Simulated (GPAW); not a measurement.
# Ballistic transport through CN in line between two Na chains, from relaxation to T(E), part 2 of 2

How well does CN in line between two Na chains conduct once its atoms have relaxed, and how much do cheaper levels lose?

GPAW 26.7.0; GPAW LCAO, PAW setups; relaxation of the junction within the symmetry of its start, lead ends held (the session's first sound run).

So far, transmission at the Fermi level (one spin): step 3 (GPAW, dzp, PBE, GPAW) 0.00577; step 4 (basis szp(dzp), PBE, GPAW) 0.00874; step 5 (basis sz(dzp), PBE, GPAW) 0.0127; step 6 (LDA) 0.00605. Also open channels of the lead at the Fermi level (one spin): step 3 1; step 4 1.

### Step 7. Without the relaxation: geometry = "as built"

Level of this step: GPAW LCAO, PAW setups; Landauer transmission from Green's functions with principal layers (ASE), zero bias (GPAW).

The dzp basis with PBE on the structure as first built shows what the relaxation was worth.

Input file run.py:

```python
import json
import numpy as np
from ase import Atoms
from ase.transport.calculators import TransportCalculator
from gpaw import GPAW, FermiDirac
from gpaw.lcao.tools import get_lcao_hamiltonian
from scipy.linalg import eigh

# The junction with lead layers at both ends, along the third cell vector
device = Atoms(
    ['Na', 'Na', 'Na', 'Na', 'Na', 'Na', 'Na', 'C', 'N', 'Na', 'Na', 'Na', 'Na', 'Na', 'Na', 'Na'],
    positions=[
        [4.50000, 4.50000, 1.65000],
        [4.50000, 4.50000, 4.95000],
        [4.50000, 4.50000, 8.25000],
        [4.50000, 4.50000, 11.55000],
        [4.50000, 4.50000, 14.85000],
        [4.50000, 4.50000, 18.15000],
        [4.50000, 4.50000, 21.45000],
        [4.50000, 4.50000, 23.59420],
        [4.50000, 4.50000, 24.77420],
        [4.50000, 4.50000, 26.89430],
        [4.50000, 4.50000, 30.19430],
        [4.50000, 4.50000, 33.49430],
        [4.50000, 4.50000, 36.79430],
        [4.50000, 4.50000, 40.09430],
        [4.50000, 4.50000, 43.39430],
        [4.50000, 4.50000, 46.69430]],
    cell=[[9.0, 0.0, 0.0], [0.0, 9.0, 0.0], [0.0, 0.0, 48.3443]],
    pbc=True)

# One principal layer of the lead: the first 4 atoms of the device
lead = Atoms(
    ['Na', 'Na', 'Na', 'Na'],
    positions=[
        [4.50000, 4.50000, 1.65000],
        [4.50000, 4.50000, 4.95000],
        [4.50000, 4.50000, 8.25000],
        [4.50000, 4.50000, 11.55000]],
    cell=[[9.0, 0.0, 0.0], [0.0, 9.0, 0.0], [0.0, 0.0, 13.2]],
    pbc=True)

settings = dict(mode='lcao', basis='dzp', xc='PBE', h=0.18,
                occupations=FermiDirac(0.1), maxiter=250,
                mixer=dict(beta=0.1, nmaxold=8, weight=100.0),
                convergence=dict(density=0.0001))
energies = np.arange(-2, 2 + 1e-9, 0.025)
eta = 0.0001
n1, n2 = 1, 1
# k and -k transmit alike, so half of the mesh across the current serves
mesh = [(i, j) for i in range(n1) for j in range(n2) if (i, j) <= (-i % n1, -j % n2)]
weights = np.array([1 if (i, j) == (-i % n1, -j % n2) else 2 for i, j in mesh]) / (n1 * n2)

# [... helper functions left out ...]
fermi_lead = ground_state(lead, (1, 1, 9), 'lead.txt')
fermi_device = ground_state(device, (1, 1, 2), 'device.txt')
# [... loop over the mesh left out, but for ...]
        # Shift the lead onto the potential of the device's first layer
        shift = ((H[:, 0, 0] - H0[:, 0, 0]) / S0[0, 0]).real.mean()
# [...]
kT = 8.617333e-5 * 300
bias = [0.1, 0.2, 0.5, 1.0, 1.5, 2.0]
# [... integrals and printing left out ...]
```

Run with:

```sh
OMP_NUM_THREADS=1 OPENBLAS_NUM_THREADS=1 python run.py
```

The log of the run:

```text
basis functions: device 264, principal layer 68
Fermi level: lead -2.4843 eV, device -2.4464 eV; lead shifted by -0.0001 eV
largest coupling past the next layer 4.16e-12 eV, largest misfit of the first layer 0.074 eV
  E-E_F (eV)   T (one spin)  channels
    -2.000    4.8941e-11    0.0000
    -1.975    4.8792e-11    0.0000
    -1.950    4.8641e-11    0.0000
[...]
1.975    2.6412e-01    3.0000
     2.000    2.9829e-01    3.0000
conductance at 300 K: 0.0056431 G0 a cell; thermopower 7.554 uV/K
current from the zero-bias T(E) at 0.1 V: 0.043632 uA
current from the zero-bias T(E) at 0.2 V: 0.08673 uA
current from the zero-bias T(E) at 0.5 V: 0.20844 uA
current from the zero-bias T(E) at 1.0 V: 0.37919 uA
current from the zero-bias T(E) at 1.5 V: 0.56119 uA
current from the zero-bias T(E) at 2.0 V: 0.81912 uA
```

The job ended after 3 min (1 thread of Arm Neoverse V1, shared host; peak memory 2.5 GiB).

Numbers from this step:

* conductance: 0.005643 G₀
* thermopower: 7.554 μV/K
* largest coupling past the next principal layer: 4.16e-12 eV
* largest misfit of the first principal layer: 0.07411 eV
* shift that aligns the lead: -5.26e-5 eV
* transmission at the Fermi level (one spin): 0.005676

The conductance, 0.00564 G₀, lies 1.7 % below that of the dzp run.

### Step 8. All levels side by side

Times are for 1 thread of Arm Neoverse V1, shared host. The series side by side:

```tsv
no.	run	conductance (G₀)	time	memory (GiB)
1	dzp	0.005740	2.9 min	2.5
2	szp	0.008697	2.2 min	2.4
3	sz	0.01264	1.8 min	2.3
4	dzp LDA	0.006013	2.6 min	2.5
5	asbuilt	0.005643	3 min	2.5
```

### Step 9. Comparison

The curves are compared point by point over the common energies.

This step: comparison of transmission and cost over codes, levels and geometry (GPAW 26.7.0).

Ladder, by row:

```tsv
step	code	T at the Fermi level (sum over the listed spins)	conductance (G0)	r.m.s. T(E) from the first	wall time (s)	peak memory (GiB)	threads
dzp	GPAW	0.005769	0.00574	0	171.7	2.51	1
szp	GPAW	0.008741	0.008697	0.01296	134.3	2.4	1
sz	GPAW	0.01271	0.01264	0.04218	105.2	2.27	1
dzp-LDA	GPAW	0.006048	0.006013	0.007472	156.3	2.51	1
asbuilt	GPAW	0.005676	0.005643	0.03136	179.6	2.51	1
```

Transmission, zone mean, sum over the listed spins against energy, zero at the Fermi level:

```tsv
energy (eV)	dzp	szp	sz	dzp-LDA	asbuilt
-2.0000	3.0e-11	6.9e-11	6.5e-14	3.0e-11	4.9e-11
-1.7500	3.0e-11	6.8e-11	6.1e-14	2.9e-11	4.7e-11
-1.5000	2.8e-11	6.6e-11	5.8e-14	2.8e-11	4.5e-11
-1.2500	2.7e-11	6.5e-11	5.6e-14	2.6e-11	4.2e-11
-1.0000	1.8e-11	6.8e-11	4.9e-14	1.8e-11	2.5e-11
-0.8250	0.0897	0.00164	0.00381	0.0744	0.152
-0.7500	0.00804	0.00254	0.00561	0.00772	0.01000
-0.5000	0.00554	0.00573	0.00846	0.00542	0.00521
-0.2500	0.00618	0.00818	0.0116	0.00619	0.00594
0.0000	0.00577	0.00874	0.0127	0.00605	0.00568
0.2500	0.00401	0.00723	0.0106	0.00435	0.00390
0.5000	0.00305	0.00682	0.0102	0.00337	0.00281
0.7500	0.00260	0.00738	0.0110	0.00296	0.00213
1.0000	0.00216	0.00793	0.0118	0.00259	0.00144
1.2500	0.00164	0.00803	0.0119	0.00212	7.5e-4
1.5000	0.00103	0.00749	0.0112	0.00156	1.8e-4
1.7500	4.1e-4	0.00601	0.00919	8.7e-4	1.4e-5
2.0000	0.0905	0.157	0.362	0.150	0.298
```

### Step 10. A varied run

One more run, with changed settings.

This step: GPAW LCAO, PAW setups; Landauer transmission from Green's functions with principal layers (ASE), zero bias (GPAW 26.7.0).

Changes to run.py since step 7:

```diff
@@ -18,6 +18,6 @@
         [4.50000, 4.50000, 18.15000],
-        [4.50000, 4.50000, 21.45000],
-        [4.50000, 4.50000, 23.59420],
-        [4.50000, 4.50000, 24.77420],
-        [4.50000, 4.50000, 26.89430],
+        [4.50000, 4.50000, 21.28664],
+        [4.50000, 4.50000, 23.60890],
+        [4.50000, 4.50000, 24.79776],
+        [4.50000, 4.50000, 27.01866],
         [4.50000, 4.50000, 30.19430],
@@ -43,3 +43,3 @@
 settings = dict(mode='lcao', basis='dzp', xc='PBE', h=0.18,
-                occupations=FermiDirac(0.1), maxiter=250,
+                occupations=FermiDirac(1.0), maxiter=50,
                 mixer=dict(beta=0.1, nmaxold=8, weight=100.0),
```

The log of the run:

```text
basis functions: device 264, principal layer 68
Fermi level: lead -2.9739 eV, device -2.8016 eV; lead shifted by -0.1088 eV
largest coupling past the next layer 4.15e-12 eV, largest misfit of the first layer 0.072 eV
  E-E_F (eV)   T (one spin)  channels
    -2.000    3.7504e-11    0.0000
    -1.975    3.7435e-11    0.0000
    -1.950    3.7365e-11    0.0000
    -1.925    3.7293e-11    0.0000
    -1.900    3.7221e-11    0.0000
    -1.875    3.7147e-11    0.0000
    -1.850    3.7071e-11    0.0000
    -1.825    3.6995e-11    0.0000
    -1.800    3.6917e-11    0.0000
    -1.775    3.6837e-11    0.0000
    -1.750    3.6756e-11    0.0000
    -1.725    3.6673e-11    0.0000
    -1.700    3.6589e-11    0.0000
    -1.675    3.6503e-11    0.0000
    -1.650    3.6415e-11    0.0000
    -1.625    3.6325e-11    0.0000
[...]
1.825    5.6962e-04    1.0000
     1.850    5.1524e-04    1.0000
     1.875    4.6232e-04    1.0000
     1.900    4.1109e-04    1.0000
     1.925    3.6180e-04    1.0000
     1.950    3.1472e-04    1.0000
     1.975    2.6567e-02    3.0000
     2.000    3.1317e-02    3.0000
conductance at 300 K: 0.0037949 G0 a cell; thermopower 4.909 uV/K
current from the zero-bias T(E) at 0.1 V: 0.029433 uA
current from the zero-bias T(E) at 0.2 V: 0.059089 uA
current from the zero-bias T(E) at 0.5 V: 0.15131 uA
current from the zero-bias T(E) at 1.0 V: 0.31187 uA
current from the zero-bias T(E) at 1.5 V: 0.6179 uA
current from the zero-bias T(E) at 2.0 V: 0.67295 uA
```

The job ended after 2.7 min (1 thread; peak memory 2.5 GiB).

The run finished. A setting was moved off its sound value on purpose, so it serves as a test and not as the result.

The fault put into the input: a smearing of electronvolts (width = 1.0).

The two runs compared:

```tsv
quantity	this run	sound run	difference
conductance (G₀)	0.0037949	0.0057396	-0.00194
thermopower (μV/K)	4.9095	7.7890	-2.88
largest coupling past the next principal layer (eV)	4.149e-12	4.162e-12	-1.3e-14
largest misfit of the first principal layer (eV)	0.071862	0.080304	-0.00844
shift that aligns the lead (eV)	-0.10879	-2.235e-4	-0.109
transmission at the Fermi level (one spin)	0.0037855	0.0057688	-0.00198
```

The two runs differ clearly in the shift that aligns the lead: -0.109 eV against -2.2e-4 eV.

### Step 11. Outcome

* conductance: 0.00574 G₀
* transmission at the Fermi level, mean of the spins: 0.00577
* thermopower: 7.79 μV/K
* open channels of the lead there: 1

In the dzp basis the junction conducts 0.00574 G₀ at 300 K, with T = 0.00577 a spin at the Fermi level; no smaller basis tried comes within 10 % of that conductance. Relaxation moved atoms by up to 0.16 Å and took the conductance from 0.00564 to 0.00574 G₀, as a ratio a smaller change than the step from dzp to the minimal basis. The junction is in the tunnelling regime at the Fermi level. The positive thermopower says that the thermally weighted transmission is larger below the Fermi level, as for hole-like transport. Measured against the first run (dzp), the nearest curve is that of dzp-LDA (r.m.s. 0.0075) and the farthest that of sz (0.042). Over the compared runs wall time goes from 105 s (sz) to 180 s (asbuilt), on a shared host. The leads kept an estimated spacing and the cell its length, so the junction may be under some tension or compression. The geometry comes from the orbital basis, which tends to overbind, and kept the symmetry of the start, so a structure of lower symmetry may lie lower. The run had no spin polarisation, so a magnetic state, which chains and small molecules with open shells often have, wasn't tested. An evenly spaced straight chain is an idealisation: free chains tend to dimerise, zigzag or, where a band edge lies near the Fermi level, turn magnetic. The currents use the zero-bias T(E) throughout, which holds only while the bias is small against the distance to the nearest feature.

[Logs are printed without paths, hosts, clocks, repeated set-up lines and the standing remarks that a program may print on its own settings, such as how far it seeks lower states.]

[Hosts, paths, dates, database ids (printed as entryN), source tags and the programs' standing remarks are cut or masked in the printed files.]
